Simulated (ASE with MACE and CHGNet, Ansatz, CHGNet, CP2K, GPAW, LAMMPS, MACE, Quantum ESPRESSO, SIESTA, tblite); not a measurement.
**Machine-learned potentials runs on amorphous polyacrylonitrile (as short chains C14N4H18) at 360 K (108 atoms)**

Wanted: machine-learned potentials inputs and outputs for amorphous polyacrylonitrile (as short chains C14N4H18) at 360 K (108 atoms), checked against a plane-wave reference.

Calculated with ASE with MACE and CHGNet; the method is named at each step.

## 1. Set-up

The cell holds 108 atoms: 42 C, 12 N and 54 H. Its edges and angles: a = 10.346 Å, b = 10.346 Å, c = 10.346 Å, α = 90.0°, β = 90.0°, γ = 90.0°. 3 polyacrylonitrile chains of 4 units with methyl end groups placed at random, at 1.09 g/cm³; overlaps pushed apart, then 20 ps at 800 K with MMFF94 bonds, angles, torsions, charges and radii (Halgren, J. Comput. Chem. 17, 490 (1996)) in harmonic and 12-6 forms. Snapshot after 30 ps at 360 K and fixed volume.

The yardstick, on the same geometry:

| Quantity | Value |
| --- | --- |
| method | Kohn-Sham DFT, PBE, SSSP efficiency 1.3.0 pseudopotentials, plane waves (Quantum ESPRESSO 7.5); sssp-pbe-1.3.0-efficiency, cutoffs 60/480 Ry, Γ point |
| r.m.s. force component | 1.208 eV/Å |
| longest force | 5.409 eV/Å |
| pressure | 3.22 GPa |
| gap (highest filled to lowest empty level) | 5.888 eV |
| time | 1.8 min on 2 MPI ranks of Arm Neoverse V2, shared host |
| CPU time | 3.6 min |

## 2. MACE MP-0b3 medium potential

Method: machine-learned interatomic potential MACE MP-0b3 medium, trained on PBE(+U) plane-wave data.

File run.py:

```python
import numpy as np
from ase.io import read
import mlip  # loads the published weights by name

atoms = read("structure.xyz")
atoms.calc = mlip.calc("mace-mp-0b3-medium")
energy = atoms.get_potential_energy()
forces = atoms.get_forces()
print(f"energy {energy:.6f} eV")
print("forces (eV/A)")
for i, (a, f) in enumerate(zip(atoms, forces)):
    print(f"{i:4d} {a.symbol:2s} {f[0]:10.5f} {f[1]:10.5f} {f[2]:10.5f}")
stress = -atoms.get_stress(voigt=False) * 160.21766
print("stress (GPa, compression positive)")
for row in stress:
    print(" ".join(f"{x:10.4f}" for x in row))
```

File structure.xyz:

```xyz
108
Lattice="10.34621 0.00000 0.00000 0.00000 10.34621 0.00000 0.00000 0.00000 10.34621" Properties=species:S:1:pos:R:3 pbc="T T T"
C 0.73044 7.25176 3.71770
C 1.68291 6.50435 2.75457
C 2.69498 7.49448 2.24554
C 2.27420 7.99576 0.90902
N 1.98099 8.51441 10.24844
C 4.12245 6.89006 2.27337
C 4.61193 5.87934 1.24486
C 4.79071 6.61599 0.00445
N 4.64183 7.25683 9.43202
C 3.58548 4.71042 1.12256
C 4.33548 3.42656 0.81590
C 5.32623 3.05275 1.89667
N 5.88430 2.52023 2.79213
C 3.27447 2.42050 0.77690
C 3.48605 1.08718 0.07242
C 4.39331 0.24376 0.86815
N 5.13958 9.95378 1.46916
C 4.06927 1.10001 9.05697
H 1.20430 7.53711 4.62000
H 10.22392 6.69679 3.91573
H 0.30397 8.13843 3.15239
H 2.08042 5.78105 3.40183
H 1.21444 5.95787 1.93102
H 2.69260 8.42492 2.92332
H 4.11252 6.35599 3.16904
H 4.78864 7.68237 2.59773
H 5.47025 5.53729 1.65239
H 3.00940 4.63965 1.97271
H 2.85338 4.98791 0.51152
H 4.85072 3.44136 10.20974
H 2.38242 2.84500 0.19844
H 2.87987 2.29789 1.80800
H 2.56120 0.59791 10.29272
H 4.30102 2.17446 8.72972
H 4.98594 0.52704 8.97503
H 3.24612 0.68399 8.39347
C 1.73434 5.04150 6.35195
C 1.39498 5.22701 7.88092
C 0.19130 6.10933 7.98220
C 0.49196 7.38823 7.34912
N 0.77990 8.43382 6.88613
C 10.03189 6.35423 9.44112
C 8.56718 6.73807 9.44257
C 7.67947 5.65886 9.06152
N 6.97541 4.80126 8.81942
C 8.27852 7.29967 0.45347
C 8.95051 8.69454 0.86318
C 8.35394 9.04321 2.15098
N 7.91216 9.16105 3.19160
C 8.52859 9.78017 10.18408
C 8.83432 0.93592 0.17133
C 10.01875 1.41236 9.66667
N 0.57225 1.85425 9.03690
C 7.66923 1.84152 10.23509
H 2.51785 5.71152 6.10799
H 2.11559 4.00719 6.24011
[... 48 atom lines left out ...]
H 3.84310 9.35411 6.80243
H 3.70487 7.35471 5.46114
H 5.41107 7.55635 4.91207
H 5.05071 7.09740 6.66037
```

Command:

```sh
$ OMP_NUM_THREADS=1 python run.py > output.txt
```

The program printed:

```text
energy -663.841742 eV
forces (eV/A)
   0 C     0.04353    1.27677   -3.19288
   1 C    -1.37216    1.27272    0.67029
   2 C     0.43223    0.84776   -0.76794
   3 C     0.34822    0.71922    0.06726
   4 N    -0.12740   -0.43613    0.43813
   5 C    -0.99516    1.05380    0.26497
   6 C    -3.60539    1.46243   -0.80081
   7 C    -0.12375   -2.54865    3.27051
   8 N     0.14077    2.53169   -4.11874
   9 C     5.28761    0.57077    0.92945
  10 C     0.90988    0.13732    0.78897
  11 C    -0.03165   -0.99945    1.10639
  12 N    -0.57922    1.33712   -1.36155
  13 C    -3.07651   -0.71686   -0.82750
  14 C     1.98904   -0.18172    1.49168
  15 C    -1.22092    0.99419   -0.59620
  16 N     0.82661   -1.14289    0.87366
  17 C    -0.73014    1.68027   -2.02197
  18 H     0.55563    0.53337    0.98397
  19 H    -1.71219   -1.48212    0.65873
  20 H     0.59904   -0.41440    0.84421
  21 H     1.19699   -1.39855    0.75633
  22 H    -0.44972    0.10156   -0.00592
  23 H     0.14353   -1.16197   -0.77007
[...]
100 H     0.23948   -0.60084   -1.09929
 101 H    -0.21501    0.98117   -2.55306
 102 H     0.06276   -1.08478   -1.35427
 103 H    -0.30357   -0.51657   -0.31896
 104 H     0.50202    0.01784   -0.22091
 105 H     0.24888    0.05276    0.07314
 106 H    -0.34956   -0.11241    0.59635
 107 H    -0.35392    0.50026   -0.77427
stress (GPa, compression positive)
    3.7935    -0.4705     0.3816
   -0.4705     2.0557     0.0547
    0.3816     0.0547     2.3544
```

The job ended after 8.6 s (1 thread of Arm Neoverse V2, shared host; peak memory 1.4 GiB).

Banners, paths, timers and routine set-up lines are dropped from the logs unmarked, and long logs keep their key lines alone; longer cuts are marked.

Compared with the plane-wave run:

- r.m.s. force component: 1.206 eV/Å
- r.m.s. difference of force components: 169.2 meV/Å
- longest difference of force vectors: 699 meV/Å
- force difference over r.m.s. force: 14 %
- slope of forces against the reference's: 0.9887
- correlation of force components: 0.9902
- pressure: 2.735 GPa
- pressure difference: -0.4855 GPa

Length of the force difference by element (eV/Å):

```csv
element,atoms,mean,most
C,42,0.39,0.70
H,54,0.14,0.30
N,12,0.23,0.56
```

Local excerpt of 11 atoms (numbers count through the whole input) about H64, picked at random; x, y, z are measured from there.

```csv
atom,x,y,z,distance (Å),bonds,Fx,Fy,Fz (eV/Å)
H64,0.00,0.00,0.00,0.00,1,0.41,0.43,0.52
C46,-0.15,0.84,-0.70,1.10,4,1.16,0.33,0.44
H65,-1.17,1.00,-0.71,1.70,1,-2.37,0.61,0.28
C43,0.14,0.28,-2.05,2.08,4,0.63,0.84,-1.16
C47,0.52,2.24,-0.29,2.31,4,-0.18,-0.61,-0.87
H62,1.69,-0.90,-1.36,2.34,1,0.57,-1.46,0.38
C42,1.61,-0.10,-2.05,2.61,4,-0.76,0.20,-1.89
C44,-0.75,-0.80,-2.43,2.67,2,1.97,2.15,1.12
H66,1.63,2.15,-0.18,2.70,1,-0.50,0.14,-0.11
H61,2.08,0.73,-1.61,2.73,1,1.19,0.84,0.23
C48,-0.07,2.58,1.00,2.77,2,1.52,-0.87,-2.72
```

Atoms are counted from 1 here, from 0 in the log.

Forces lie 14 % from the reference's, at 0.037 times its CPU time (on 1 against 2 cores).

## 3. MACE MP-0b2 small potential

Method: machine-learned interatomic potential MACE MP-0b2 small, trained on PBE(+U) plane-wave data.

run.py, as its differences from that of step 2:

```diff
@@ -5,3 +5,3 @@
 atoms = read("structure.xyz")
-atoms.calc = mlip.calc("mace-mp-0b3-medium")
+atoms.calc = mlip.calc("mace-mp-0b2-small")
 energy = atoms.get_potential_energy()
```

structure.xyz is that of step 2.

The program printed:

```text
energy -665.258990 eV
forces (eV/A)
   0 C    -0.11305    1.36943   -3.40255
   1 C    -1.62879    1.26969    0.64322
   2 C     0.42992    0.94887   -0.79118
   3 C     0.75101    0.31385    0.45706
   4 N    -0.02540   -0.20701    0.26650
   5 C    -0.90862    1.15649    0.19610
   6 C    -3.48761    1.49009   -0.95840
   7 C     0.03975   -2.77014    3.59518
   8 N    -0.11891    2.63917   -4.14856
   9 C     5.56495    0.65766    0.85479
  10 C     0.67091    0.39571    0.82333
  11 C     0.04751   -1.03155    1.02928
  12 N    -0.78818    1.15222   -1.35567
  13 C    -2.82537   -1.04278   -0.71924
  14 C     1.79296   -0.03758    1.74283
  15 C    -1.74764    1.20890   -0.74266
  16 N     1.19028   -1.22493    1.03870
  17 C    -0.60102    1.67787   -2.08834
  18 H     0.57229    0.51463    1.04721
  19 H    -1.70733   -1.53253    0.73808
  20 H     0.65649   -0.41265    0.84328
  21 H     1.31165   -1.42368    0.65378
  22 H    -0.52208    0.06224    0.14008
  23 H     0.13032   -1.09013   -0.82935
[...]
100 H     0.11961   -0.64822   -1.11989
 101 H    -0.06742    1.00147   -2.56975
 102 H     0.03996   -0.97164   -1.48233
 103 H    -0.33703   -0.54301   -0.49522
 104 H     0.50487    0.02401   -0.14844
 105 H     0.22239    0.14870    0.11740
 106 H    -0.28824   -0.15298    0.58096
 107 H    -0.35586    0.45120   -0.77842
stress (GPa, compression positive)
    3.6616    -0.3969     0.2997
   -0.3969     1.9378     0.0926
    0.2997     0.0926     2.0128
```

Elapsed: 6.5 s, on 1 thread; peak memory 0.7 GiB.

Against the reference:

- r.m.s. force component: 1.24 eV/Å
- r.m.s. difference of force components: 180.2 meV/Å
- longest difference of force vectors: 770.2 meV/Å
- force difference over r.m.s. force: 14.92 %
- slope of forces against the reference's: 1.016
- correlation of force components: 0.9895
- pressure: 2.537 GPa
- pressure difference: -0.6826 GPa

Against the first run (14 %), the force difference from the reference is 15 %, at 0.74 times the CPU time.

## 4. CHGNet 0.3.0 potential

Method: machine-learned interatomic potential CHGNet 0.3.0, trained on PBE(+U) plane-wave data.

run.py, as its differences from that of step 3:

```diff
@@ -5,3 +5,3 @@
 atoms = read("structure.xyz")
-atoms.calc = mlip.calc("mace-mp-0b2-small")
+atoms.calc = mlip.calc("chgnet-0.3.0")
 energy = atoms.get_potential_energy()
```

structure.xyz is that of step 3.

The program printed:

```text
CHGNet v0.3.0 initialized with 412,525 parameters
CHGNet will run on cpu
energy -669.352844 eV
forces (eV/A)
   0 C     0.08813    1.42963   -3.22374
   1 C    -1.52903    0.90659    0.63018
   2 C     0.58969    1.13781   -0.43046
   3 C     0.35897    0.43831    0.38409
   4 N    -0.18067   -0.14103    0.03261
   5 C    -0.59821    1.12457    0.30905
   6 C    -3.28615    1.37320   -0.85397
   7 C     0.11935   -2.71543    3.76830
   8 N     0.02224    2.68483   -4.47032
   9 C     4.55450    0.56835    1.09404
  10 C     0.79808    0.32897    0.42866
  11 C    -0.05300   -0.86260    0.53317
  12 N    -0.24498    0.95583   -0.77059
  13 C    -3.27023   -0.49804   -0.65571
  14 C     1.56836   -0.03968    1.43569
  15 C    -1.62402    0.97482   -0.91722
  16 N     1.31091   -1.32648    1.18539
  17 C    -0.50549    1.72010   -2.18621
  18 H     0.57078    0.51513    1.02824
  19 H    -1.72763   -1.43266    0.64047
  20 H     0.60137   -0.50745    0.79918
  21 H     1.12204   -1.41330    0.72389
  22 H    -0.39003    0.08641    0.04110
  23 H     0.03799   -1.12533   -0.91228
[...]
100 H     0.31086   -0.59697   -1.15922
 101 H    -0.06032    1.15708   -2.56529
 102 H    -0.00735   -1.00365   -1.20536
 103 H    -0.34078   -0.42113   -0.27828
 104 H     0.61120    0.07199   -0.23168
 105 H     0.38221    0.12522    0.14884
 106 H    -0.35865   -0.13274    0.65637
 107 H    -0.32607    0.56267   -0.77240
stress (GPa, compression positive)
    4.0309    -0.2704     0.4884
   -0.2704     2.3983    -0.2012
    0.4884    -0.2012     2.9093
```

The job ended after 4 s (1 thread; peak memory 2.2 GiB).

Compared with the plane-wave run:

| Item | Value |
| --- | --- |
| r.m.s. force component | 1.186 eV/Å |
| r.m.s. difference of force components | 242.1 meV/Å |
| longest difference of force vectors | 951.8 meV/Å |
| force difference over r.m.s. force | 20.04 % |
| slope of forces against the reference's | 0.9622 |
| correlation of force components | 0.9797 |
| pressure | 3.113 GPa |
| pressure difference | -0.1072 GPa |

Against the first run (14 %), the force difference from the reference is 20 %, at 0.49 times the CPU time.

## 5. All runs compared

Differences are against the plane-wave reference, forces as r.m.s. over components; share is that over the reference's r.m.s. force, slope the least-squares factor from reference forces to these. Total energies of different programs have different zeros and aren't compared.

```csv
run,"Δ force, r.m.s. (meV/Å)",share (%),slope,Δ pressure (GPa),cores,CPU time,memory (GiB)
reference,-,-,-,-,2,3.6 min,2.3
MACE MP-0b3 medium potential,169,14.0,0.989,-0.485,1,8.1 s,1.4
MACE MP-0b2 small potential,180,14.9,1.016,-0.683,1,6 s,0.7
CHGNet 0.3.0 potential,242,20.0,0.962,-0.107,1,3.9 s,2.2
```

Times of the machine-learned potentials are mostly Python's start and the loading of weights.

CPU time is summed over cores on a shared host, where runs went side by side, so it is rough. Symmetry, cutoffs, thresholds, outputs and thread counts weren't matched or tuned between programs; memory under MPI is the largest rank's times the ranks.

## 6. Outcome

```json
{
  "nearest in forces": "MACE MP-0b3 medium potential, 14 %",
  "its CPU time": "8.1 s"
}
```

Machine-learned potentials differ by 14 % (MACE MP-0b3 medium potential) to 20 % (CHGNet 0.3.0 potential); they were trained on other programs' data. The reference's pressure holds the uncorrected Pulay stress of its 60 Ry basis, so small pressure differences, and their order, may be the reference's own error. Machine-learned potentials mimic data converged in k, so the reference's own k-point error enters their differences. The network of contacts between molecules at the start is that of the classical potential that made the cell, and needn't be the one that DFT or experiment would give. The reference's PBE has no dispersion term, which matters for the binding between molecules or layers. The density was typed from a rule of thumb and may lie off the real one at this temperature. The electronic-structure runs sample only Γ, in a cell whose shortest periodic width is 10 Å.

[Also dropped from logs without a mark: logging warnings of Python, and SIESTA's first energy breakdown and zero terms.]

[Logs are printed without paths, hosts, clocks, repeated set-up lines and the standing remarks that a program may print on its own settings, such as how far it seeks lower states.]

[Hosts, paths, dates, database ids (printed as entryN), source tags and the programs' standing remarks are cut or masked in the printed files.]

[The MMFF94 radii named for the starting cell were scaled by 0.96; in molecules described by MMFF94, hydrogen bound to N, O or S took a small fixed 12-6 site in their place.]
